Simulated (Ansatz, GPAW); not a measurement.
# Dielectric function and optical constants of HgH2S2 (model structure)

Aim: the dielectric function of HgH2S2 (model structure), and the optical constants that follow from it. The structure is a model built here, which may or may not match a known phase. It was built so: All Cd replaced by Hg and O replaced by S in the P-3m1 structure of CdH2O2. The cell is first relaxed with Ansatz.

Calculated with GPAW 26.7.0; DFT, PBE, plane-wave PAW (GPAW data sets), scalar-relativistic, RPA, optical limit.

### Step 1. The starting structure

Symmetry: P-3m1, No. 164, trigonal system. Conventional cell: a = 4.133 Å, b = 4.133 Å, c = 5.459 Å, α = 90.00°, β = 90.00°, γ = 120.00°. Hg has 6 S at 2.72 Å nearest. S has 1 H at 1.14 Å and 3 Hg at 2.72 Å nearest. H has 1 S at 1.14 Å nearest. All Cd replaced by Hg and O replaced by S in the P-3m1 structure of CdH2O2. Farther neighbours and most contacts between anions are not listed.

### Step 2. Relaxation

Spectra hang on bond lengths, so the cell is first brought to its minimum.

This step: DFT, PBE, plane-wave PAW, default files, scalar-relativistic, relaxation (Ansatz 0.2.0).

The input, input.yaml:

```yaml
crystal:
  lattice:
    - [4.13334325, 0.0, 0.0]
    - [-2.06667162, 3.57958026, 0.0]
    - [0.0, 0.0, 5.45893482]
  atoms:
    - { symbol: Hg, position: [0.0, 0.0, 0.0] }
    - { symbol: S, position: [0.33333333, 0.66666667, 0.240628] }
    - { symbol: S, position: [0.66666667, 0.33333333, 0.759372] }
    - { symbol: H, position: [0.33333333, 0.66666667, 0.44903928] }
    - { symbol: H, position: [0.66666667, 0.33333333, 0.55096072] }
kpoints:
  mp_grid: { grid: [6, 6, 4] }
scf:
  occupations: { method: fermi_dirac, width: 0.05 }
hamiltonian:
  xc: pbe
output:
  forces: true
  stress: true
  write_density: true
  write_potential: true
  elf: true
  volumetric_format: npy
relax:
  f_tol: 0.02
  max_steps: 50
  cell: {}
```

The run is started by

```bash
> ansatz run input.yaml --threads 1 --pin off --max-ram 4096MiB --backend cpu --events-out ev --progress --plain --runs-dir out
```

Numbers of over 12 decimals in the logs are rounded to 6 here.

The log of the run:

```text
Engine: ansatz 0.2.0, aarch64-unknown-linux-gnu
Pseudopotentials: kind: paw
Pseudopotential: Hg, paw, valence charge 20, recommended cutoff 420 eV (normal), Hg.paw.azcp
Pseudopotential: S, paw, valence charge 6, recommended cutoff 420 eV (normal), S.paw.azcp
Pseudopotential: H, paw, valence charge 1, recommended cutoff 420 eV (normal), H.paw.azcp
Functional definition: PBE
  parameter kappa = 0.804
  parameter beta = 0.066725
  exchange = pbe_x(kappa = kappa, mu = beta*pi^2/3)
  correlation = pbe_c(beta = beta)
Crystal: 5 atoms, lattice volume = 80.768 Å³
Basis set: ecut = 420 eV, 1567 PW (Γ), exchange–correlation on 60×60×80 points (8 copies of the dense FFT grid, shifted against one another)
Bands: 22, of which v1, the nominal top of the filled ones, is band 17 counted from 1 (16 counted from 0)
Symmetry: 12 space group operations
Space group: P-3m1 (ITA 164), of the structure as read, at distance tolerance 4.3e-5 Å
k-points: 24 of 144
Non-local potential: Hg, projectors of the file, l = 0: 3, l = 1: 2, l = 2: 2, l = 3: 1
Non-local potential: S, projectors of the file, l = 0: 2, l = 1: 2, l = 2: 2
Non-local potential: H, projectors of the file, l = 0: 2, l = 1: 1
PAW form: soft (Blöchl's): semilocal exchange-correlation on the pseudo side does not see the compensation charge
PAW one-centre angular grid: Hg, 590 points (default); XC on 64 Gauss nodes
PAW one-centre angular grid: S, 110 points (default); XC on 64 Gauss nodes
PAW one-centre angular grid: H, 110 points (default); XC on 64 Gauss nodes
Initial density: superposition of atomic densities (neutral atoms: chi_scale 0, normalization atom), corrected by the library's trained network
Initial wavefunctions: pseudopotential atomic-orbital guess
Functional: x = pbe(κ = 0.804, μ = 0.219515), c = pbe(β = 0.066725)
SCF iter   1: F=—  HF=-15647.509733 eV  |F-HF|=—  |Δ(HF+E_count)|=         —  Δρ=2.70e-3  dr2=5.24e-3  ethr=1.77e-3  ⟨swp⟩=6.2  Hψ=2748  notcnv=0
preconditioner: auto → Resta (q_TF=auto, 2.362 Å⁻¹)  ε∞=4.5  [insulator: Δε(μ)=0.991 eV  Ē_g=11.331 eV  σ=0.050 eV  W_gap=1.00  n_scr=22 (ndim 8)  ℏωp=21.1 eV  f_vac=0.051  D(μ)=0.00/eV (n_scr^D=0)  ε∞_Penn≈4.5]
SCF iter   2: F=—  HF=-15647.504318 eV  |F-HF|=—  |Δ(HF+E_count)|=   5.42e-3  Δρ=1.25e-3  dr2=8.26e-4  ethr=1.54e-5  ⟨swp⟩=2.2  Hψ=1098  notcnv=0  defer=4
SCF iter   3: F=—  HF=-15647.504288 eV  |F-HF|=—  |Δ(HF+E_count)|=   3.02e-5  Δρ=4.08e-4  dr2=1.14e-4  ethr=2.43e-6  ⟨swp⟩=2.4  Hψ=814  notcnv=0  defer=4
SCF iter   4: F=—  HF=-15647.504490 eV  |F-HF|=—  |Δ(HF+E_count)|=   2.03e-4  Δρ=8.37e-5  dr2=9.35e-6  ethr=3.35e-7  ⟨swp⟩=2.0  Hψ=787  notcnv=0  defer=4
SCF iter   5: F=—  HF=-15647.504472 eV  |F-HF|=—  |Δ(HF+E_count)|=   1.86e-5  Δρ=2.90e-5  dr2=1.31e-6  ethr=2.75e-8  ⟨swp⟩=2.0  Hψ=790  notcnv=0  defer=4
SCF iter   6: F=-15647.504475 eV  HF=-15647.504475 eV  |F-HF|=5.28e-8  |Δ(HF+E_count)|=   3.23e-6  Δρ=6.41e-6  dr2=5.26e-8  ethr=2.94e-10  ⟨swp⟩=7.0  Hψ=3503  notcnv=0
SCF 1 converged in 6 iterations: F = -15647.504475 eV  dr2 = 5.26e-8
  greatest PAW one-centre occupation: 1.000 electrons in one spin orbital (limit 2), on the Hg atom at site 0 (counted from 0), in its partial waves of l = 0
relax step   1: F+E_penalty+E_count = -15647.50447501 eV  Δ(F+E_penalty+E_count) = +0.000e0 eV  max|allowed force component| = 9.638e0 eV/Å  Δτ_max = 0.0000 Å  P = +17.791 GPa  Ω = 80.768 Å³  (6 SCF iters, dr2 threshold 1.00e-7 eV, accepted)
Crystal: 5 atoms, lattice volume = 91.596 Å³
Basis set: ecut = 420 eV, 1801 PW (Γ), exchange–correlation on 60×60×80 points (8 copies of the dense FFT grid, shifted against one another)
Initial density: handed on by an earlier stage of this run
Initial wavefunctions: those handed on with the density
iter 1 solved again at ethr=1.15e-3 eV; its pass at ethr=3.10e-3 eV (dr2=3.90e-1 eV) is discarded
SCF iter   1: F=—  HF=-15649.085669 eV  |F-HF|=—  |Δ(HF+E_count)|=         —  Δρ=2.54e-2  dr2=3.91e-1  ethr=1.15e-3  ⟨swp⟩=1.0  Hψ=3461  notcnv=0
preconditioner: auto → Resta (q_TF=auto, 2.313 Å⁻¹)  ε∞=4.3  [insulator: Δε(μ)=0.413 eV  Ē_g=10.886 eV  σ=0.050 eV  W_gap=0.96  n_scr=22 (ndim 8)  ℏωp=19.8 eV  f_vac=0.146  D(μ)=0.02/eV (n_scr^D=0)  ε∞_Penn≈4.3]
SCF iter   2: F=—  HF=-15649.002152 eV  |F-HF|=—  |Δ(HF+E_count)|=   8.35e-2  Δρ=1.16e-2  dr2=7.04e-2  ethr=1.15e-3  ⟨swp⟩=2.0  Hψ=706  notcnv=0
SCF iter   3: F=—  HF=-15648.990692 eV  |F-HF|=—  |Δ(HF+E_count)|=   1.15e-2  Δρ=1.80e-3  dr2=2.64e-3  ethr=2.07e-4  ⟨swp⟩=2.5  Hψ=816  notcnv=0  defer=2
SCF iter   4: F=—  HF=-15648.991775 eV  |F-HF|=—  |Δ(HF+E_count)|=   1.08e-3  Δρ=4.18e-4  dr2=2.19e-4  ethr=7.77e-6  ⟨swp⟩=2.0  Hψ=924  notcnv=0  defer=2
SCF iter   5: F=—  HF=-15648.991797 eV  |F-HF|=—  |Δ(HF+E_count)|=   2.26e-5  Δρ=1.33e-4  dr2=3.14e-5  ethr=6.45e-7  ⟨swp⟩=2.0  Hψ=835  notcnv=0  defer=2
SCF iter   6: F=—  HF=-15648.991853 eV  |F-HF|=—  |Δ(HF+E_count)|=   5.60e-5  Δρ=3.92e-5  dr2=1.73e-6  ethr=9.22e-8  ⟨swp⟩=2.0  Hψ=833  notcnv=0  defer=2
SCF iter   7: F=-15648.991858 eV  HF=-15648.991857 eV  |F-HF|=4.99e-7  |Δ(HF+E_count)|=   3.96e-6  Δρ=1.52e-5  dr2=2.66e-7  ethr=1.47e-9  ⟨swp⟩=9.5  Hψ=3418  notcnv=0
SCF 2 converged in 7 iterations: F = -15648.991858 eV  dr2 = 2.66e-7
relax step   2: F+E_penalty+E_count = -15648.99185777 eV  Δ(F+E_penalty+E_count) = -1.487e0 eV  max|allowed force component| = 3.501e0 eV/Å  Δτ_max = 0.1554 Å  P = +5.879 GPa  Ω = 91.596 Å³  energy of the carried Pulay correction = -6.088e-3 eV  (7 SCF iters, dr2 threshold 5.00e-7 eV, accepted)
Crystal: 5 atoms, lattice volume = 94.101 Å³
Basis set: ecut = 420 eV, 1813 PW (Γ), exchange–correlation on 60×60×80 points (8 copies of the dense FFT grid, shifted against one another)
iter 1 solved again at ethr=1.00e-3 eV; its pass at ethr=3.10e-3 eV (dr2=3.40e-1 eV) is discarded
SCF iter   1: F=—  HF=-15649.287005 eV  |F-HF|=—  |Δ(HF+E_count)|=         —  Δρ=2.61e-2  dr2=3.44e-1  ethr=1.00e-3  ⟨swp⟩=1.0  Hψ=3304  notcnv=0
preconditioner: auto → Kerker (q_TF=auto, 2.303 Å⁻¹)  [metal: Δε(μ)=0.127 eV  Ē_g=10.386 eV  σ=0.050 eV  W_gap=0.44  n_scr=22 (ndim 8)  ℏωp=19.5 eV  f_vac=0.074  D(μ)=0.20/eV (n_scr^D=0)]
SCF iter   2: F=—  HF=-15649.225313 eV  |F-HF|=—  |Δ(HF+E_count)|=   6.17e-2  Δρ=1.34e-2  dr2=8.85e-2  ethr=1.00e-3  ⟨swp⟩=2.0  Hψ=615  notcnv=0
preconditioner: auto → Resta (q_TF=auto, 2.303 Å⁻¹)  ε∞=4.5  [insulator: Δε(μ)=0.200 eV  Ē_g=10.401 eV  σ=0.050 eV  W_gap=0.67  n_scr=22 (ndim 8)  ℏωp=19.5 eV  f_vac=0.076  D(μ)=0.13/eV (n_scr^D=0)  ε∞_Penn≈4.5]
SCF iter   3: F=—  HF=-15649.205928 eV  |F-HF|=—  |Δ(HF+E_count)|=   1.94e-2  Δρ=1.24e-3  dr2=1.67e-3  ethr=2.60e-4  ⟨swp⟩=2.1  Hψ=962  notcnv=0
SCF iter   4: F=—  HF=-15649.206051 eV  |F-HF|=—  |Δ(HF+E_count)|=   1.23e-4  Δρ=3.83e-4  dr2=1.58e-4  ethr=4.92e-6  ⟨swp⟩=2.0  Hψ=838  notcnv=0
SCF iter   5: F=—  HF=-15649.206194 eV  |F-HF|=—  |Δ(HF+E_count)|=   1.44e-4  Δρ=9.70e-5  dr2=1.28e-5  ethr=4.66e-7  ⟨swp⟩=2.0  Hψ=768  notcnv=0
SCF iter   6: F=—  HF=-15649.206213 eV  |F-HF|=—  |Δ(HF+E_count)|=   1.83e-5  Δρ=2.91e-5  dr2=9.02e-7  ethr=3.76e-8  ⟨swp⟩=2.0  Hψ=812  notcnv=0
SCF iter   7: F=-15649.206216 eV  HF=-15649.206216 eV  |F-HF|=2.26e-7  |Δ(HF+E_count)|=   2.94e-6  Δρ=1.04e-5  dr2=1.21e-7  ethr=1.47e-9  ⟨swp⟩=9.1  Hψ=3332  notcnv=0
SCF 3 converged in 7 iterations: F = -15649.206216 eV  dr2 = 1.21e-7
relax step   3: F+E_penalty+E_count = -15649.20621590 eV  Δ(F+E_penalty+E_count) = -2.144e-1 eV  max|allowed force component| = 1.497e0 eV/Å  Δτ_max = 0.1943 Å  P = -0.933 GPa  Ω = 94.101 Å³  energy of the carried Pulay correction = -7.390e-3 eV  (7 SCF iters, dr2 threshold 5.00e-7 eV, accepted)
[... from here on, the SCF cycles and remarks between the steps are left out ...]
relax step   4: F+E_penalty+E_count = -15649.35415334 eV  Δ(F+E_penalty+E_count) = -1.479e-1 eV  max|allowed force component| = 3.616e-1 eV/Å  Δτ_max = 0.1671 Å  P = -0.370 GPa  Ω = 97.346 Å³  energy of the carried Pulay correction = -9.023e-3 eV  (7 SCF iters, dr2 threshold 5.00e-7 eV, accepted)
relax step   5: F+E_penalty+E_count = -15649.36338113 eV  Δ(F+E_penalty+E_count) = -9.228e-3 eV  max|allowed force component| = 6.941e-2 eV/Å  Δτ_max = 0.0174 Å  P = -0.041 GPa  Ω = 96.552 Å³  energy of the carried Pulay correction = -8.629e-3 eV  (5 SCF iters, dr2 threshold 5.00e-7 eV, accepted)
relax step   6: F+E_penalty+E_count = -15649.36510965 eV  Δ(F+E_penalty+E_count) = -1.729e-3 eV  max|allowed force component| = 1.939e-2 eV/Å  Δτ_max = 0.0052 Å  P = +0.010 GPa  Ω = 95.954 Å³  energy of the carried Pulay correction = -8.330e-3 eV  (4 SCF iters, dr2 threshold 5.00e-7 eV, accepted)
relax step   7: F+E_penalty+E_count = -15649.36520880 eV  Δ(F+E_penalty+E_count) = -9.915e-5 eV  max|allowed force component| = 1.308e-2 eV/Å  Δτ_max = 0.0026 Å  P = +0.007 GPa  Ω = 96.013 Å³  energy of the carried Pulay correction = -8.359e-3 eV  (5 SCF iters, dr2 threshold 1.14e-8 eV, accepted)
relax step   8: F+E_penalty+E_count = -15649.36516836 eV  Δ(F+E_penalty+E_count) = +4.044e-5 eV  max|allowed force component| = 3.694e-3 eV/Å  Δτ_max = 0.0061 Å  P = +0.008 GPa  Ω = 96.226 Å³  energy of the carried Pulay correction = -8.466e-3 eV  (8 SCF iters, accepted)
relax step   9: F+E_penalty+E_count = -15649.37385554 eV  Δ(F+E_penalty+E_count) = -8.687e-3 eV  max|allowed force component| = 9.061e-3 eV/Å  Δτ_max = 0.0000 Å  P = +0.053 GPa  Ω = 96.226 Å³  stress off target by 6.61e-2 GPa  SCF on the basis re-selected at this cell (its energy is not comparable with the rows above)  (8 SCF iters)
relax step  10: F+E_penalty+E_count = -15649.37400570 eV  Δ(F+E_penalty+E_count) = -1.502e-4 eV  max|allowed force component| = 7.785e-3 eV/Å  Δτ_max = 0.0197 Å  P = +0.040 GPa  Ω = 97.016 Å³  energy of the carried Pulay correction = -2.595e-4 eV  (6 SCF iters, dr2 threshold 1.09e-8 eV, accepted)
relax step  11: F+E_penalty+E_count = -15649.37388997 eV  Δ(F+E_penalty+E_count) = +1.157e-4 eV  max|allowed force component| = 1.429e-3 eV/Å  Δτ_max = 0.0137 Å  P = -0.007 GPa  Ω = 97.645 Å³  energy of the carried Pulay correction = -4.712e-4 eV  (6 SCF iters, dr2 threshold 9.00e-9 eV, accepted)
iter 1 solved again at ethr=2.47e-7 eV; its pass at ethr=3.10e-3 eV (dr2=8.39e-5 eV) is discarded
SCF iter   1: F=—  HF=-15649.373188 eV  |F-HF|=—  |Δ(HF+E_count)|=         —  Δρ=1.54e-4  dr2=6.45e-7  ethr=2.47e-7  ⟨swp⟩=3.2  Hψ=4015  notcnv=0
preconditioner: auto → Resta (q_TF=auto, 2.288 Å⁻¹)  ε∞=4.4  [insulator: Δε(μ)=0.443 eV  Ē_g=10.455 eV  σ=0.050 eV  W_gap=0.97  n_scr=22 (ndim 8)  ℏωp=19.2 eV  f_vac=0.131  D(μ)=0.02/eV (n_scr^D=0)  ε∞_Penn≈4.4]
SCF iter   2: F=—  HF=-15649.374067 eV  |F-HF|=—  |Δ(HF+E_count)|=   8.79e-4  Δρ=7.78e-5  dr2=1.66e-7  ethr=1.90e-9  ⟨swp⟩=2.0  Hψ=841  notcnv=0
SCF iter   3: F=—  HF=-15649.374377 eV  |F-HF|=—  |Δ(HF+E_count)|=   3.10e-4  Δρ=4.48e-6  dr2=4.32e-9  ethr=4.88e-10  ⟨swp⟩=2.0  Hψ=841  notcnv=0
SCF iter   4: F=—  HF=-15649.374378 eV  |F-HF|=—  |Δ(HF+E_count)|=   8.11e-7  Δρ=7.57e-7  dr2=3.94e-10  ethr=1.27e-11  ⟨swp⟩=2.2  Hψ=795  notcnv=0
SCF iter   5: F=—  HF=-15649.374378 eV  |F-HF|=—  |Δ(HF+E_count)|=   4.68e-9  Δρ=1.98e-7  dr2=9.84e-11  ethr=1.00e-12  ⟨swp⟩=7.5  Hψ=2739  notcnv=0
SCF iter   6: F=-15649.374378 eV  HF=-15649.374378 eV  |F-HF|=1.64e-11  |Δ(HF+E_count)|=  4.18e-11  Δρ=9.39e-8  dr2=1.56e-11  ethr=1.00e-12  ⟨swp⟩=6.0  Hψ=2259  notcnv=0
SCF 12 converged in 6 iterations: F = -15649.374378 eV  dr2 = 1.56e-11
relax step  12: F+E_penalty+E_count = -15649.37437775 eV  Δ(F+E_penalty+E_count) = -4.878e-4 eV  max|allowed force component| = 1.525e-3 eV/Å  Δτ_max = 0.0000 Å  P = -0.007 GPa  Ω = 97.645 Å³  stress off target by 1.23e-2 GPa  SCF on the basis re-selected at this cell (its energy is not comparable with the rows above)  (6 SCF iters)
basis re-selected at this cell: Δ(F+E_penalty+E_count) = -4.878e-4 eV, ΔP = +0.000 GPa vs the last step (what re-selecting the basis moved, of the pressure what is left beyond the Pulay correction that the steps carried, after the strain that the cell walked since its last selection, with what the two solves' SCF thresholds leave and, on support functions, any second-order correction that the steps lacked; it is no m [...]
SCF converged after 6 iterations
Free energy (F): -15649.374378 eV
Harris-Foulkes:  -15649.374378 eV  (|F-HF|=1.64e-11)
Internal energy: -15649.374126 eV  (E = F + TS)
E sigma→0 (E₀):  -15649.374252 eV
Entropy (-TS):   -0.000252 eV (-0.050 meV/atom)
Fermi energy:    4.478257 eV
--- Per-component energies (eV) ---
  E_band       = -601.884550
  E_kinetic    = 839.840779
  E_local      = -4593.155232  (includes V_loc(G=0)·N_el)
  E_nonlocal   = 134.836585
  E_hartree    = 1962.226396
  E_xc         = -429.608592
  E_vxc        = -456.277575  (∫ρ·V_xc dr)
  E_paw        = -11146.124781  (= ΣΔE_a)
  E_vpaw       = -451.580546  (= ΣTr[D̂ρ^β])
  E_aug_tail   = -0.001381  (compensation charges beyond the density's cutoff)
  E_ewald      = -2417.387900
  E_smearing   = -0.000252  (= −TS)
  E_closure    = -0.000000  (closes the sum)
  Σ components = -15649.374378   (vs F -15649.374378, Δ=0.00e0)
--- Forces (eV/Å), atoms counted from 1 ---
  atom   1  Hg    -0.00000000    -0.00000000     0.00000000
  atom   2  S     -0.00000000    -0.00000000    -0.00075427
  atom   3  S      0.00000000     0.00000000     0.00075427
  atom   4  H      0.00000000     0.00000000    -0.00152470
  atom   5  H     -0.00000000    -0.00000000     0.00152470
  max |Σ_I F_I| component: 9.25e-18 eV/Å
--- Stress (GPa, compression-positive) ---
       -0.004330      -0.000000       0.000000
       -0.000000      -0.004330       0.000000
        0.000000       0.000000      -0.012321
  P = ⅓ Tr σ = -0.0070 GPa (-0.070 kbar)
--- Band table (eV; the first three rows and the last of 24) ---
  k-point 0: bands = [... 13 lower, 3.1910, 3.1910, 3.8614, 3.8614, 4.6514, 7.1890, 9.7342, 10.5891, ... 1 higher]
  k-point 1: bands = [... 13 lower, 3.1461, 3.1461, 3.9253, 3.9253, 5.0511, 7.3856, 9.6607, 10.2963, ... 1 higher]
  k-point 2: bands = [... 13 lower, 3.1072, 3.1072, 3.9835, 3.9835, 5.4994, 7.6097, 9.3882, 9.5448, ... 1 higher]
  k-point 23: bands = [... 13 lower, -0.4475, 2.2275, 3.1616, 3.1616, 7.0998, 8.7614, 8.7614, 10.5900, ... 1 higher]
--- Relaxed structure (10 steps of the walk, 10 accepted, 2 SCFs on fresh bases) ---
  F+E_penalty+E_count = -15649.37437775 eV   max|allowed force component| = 1.525e-3 eV/Å   (the final SCF, on the basis selected at the relaxed cell)
  cell:  # Å, volume = 97.6454 Å³
    - [4.303081, -3.005297045294514e-9, 8.29408690620801e-17]
    - [-2.151540, 3.726577, -4.147043453104007e-17]
    - [1.0954057540180663e-16, 0, 6.089229]
  atoms:
    - { symbol: Hg, position: [0, 0, 3.813323001303339e-19] }
    - { symbol: S, position: [0.333333, 0.666667, 0.206276] }
    - { symbol: S, position: [0.666667, 0.333333, 0.793724] }
    - { symbol: H, position: [0.333333, 0.666667, 0.429465] }
    - { symbol: H, position: [0.666667, 0.333333, 0.570535] }
```

Elapsed: 25 s, on 1 thread of Arm Neoverse V2, shared host; peak memory 0.38 GiB.

The steps of the relaxation:

```
step  energy less that of the first step (eV)  largest force component (eV/Å)  pressure (GPa)  volume (Å³)
   1                                   0.0000                          9.6380           17.79        80.77
   2                                  -1.4874                          3.5006            5.88        91.60
   3                                  -1.7017                          1.4967           -0.93        94.10
   4                                  -1.8497                          0.3616           -0.37        97.35
   5                                  -1.8589                          0.0694           -0.04        96.55
   6                                  -1.8606                          0.0194            0.01        95.95
   7                                  -1.8607                          0.0131            0.01        96.01
   8                                  -1.8607                          0.0037            0.01        96.23
  9*                                  -1.8694                          0.0091            0.05        96.23
  10                                  -1.8695                          0.0078            0.04        97.02
  11                                  -1.8694                          0.0014           -0.01        97.65
 12*                                  -1.8699                          0.0015           -0.01        97.65
```

Relaxation steps marked * repeat the geometry before them on a plane-wave basis chosen anew for their cell, so energy and pressure can jump there.

The run keeps the 12 symmetry operations that it works with, so distortions that break them were not tested.

```
conventional cell, symmetrised  before  after   change
                         a (Å)   4.133  4.303   +4.1 %
                         b (Å)   4.133  4.303   +4.1 %
                         c (Å)   5.459  6.089  +11.5 %
              volume (Å³/atom)   16.15  19.53  +20.9 %
```

The atoms that moved most (Å, as changes of fractional coordinates times the final cell):

```
atom     dx     dy      dz  length
  S3  0.000  0.000   0.209   0.209
  S2  0.000  0.000  -0.209   0.209
  H5  0.000  0.000   0.119   0.119
  H4  0.000  0.000  -0.119   0.119
```

The relaxed structure:

```xyz
5
Lattice="4.3031 0.0000 0.0000 -2.1515 3.7266 0.0000 0.0000 0.0000 6.0892" Properties=species:S:1:pos:R:3 pbc="T T T"
Hg    0.0000    0.0000    0.0000
S     0.0000    2.4844    1.2561
S     2.1515    1.2422    4.8332
H     0.0000    2.4844    2.6151
H     2.1515    1.2422    3.4741
```

The relaxation ends with a largest force component of 0.0015 eV/Å and a pressure of -0.01 GPa.

[end of part 1 of 3]

[Machine, clock and banner lines and Python warnings are left out of the logs.]

[Logs are printed without paths, hosts, clocks, repeated set-up lines and the standing remarks that a program may print on its own settings, such as how far it seeks lower states.]

[Hosts, paths, dates, database ids (printed as entryN), source tags and the programs' standing remarks are cut or masked in the printed files.]
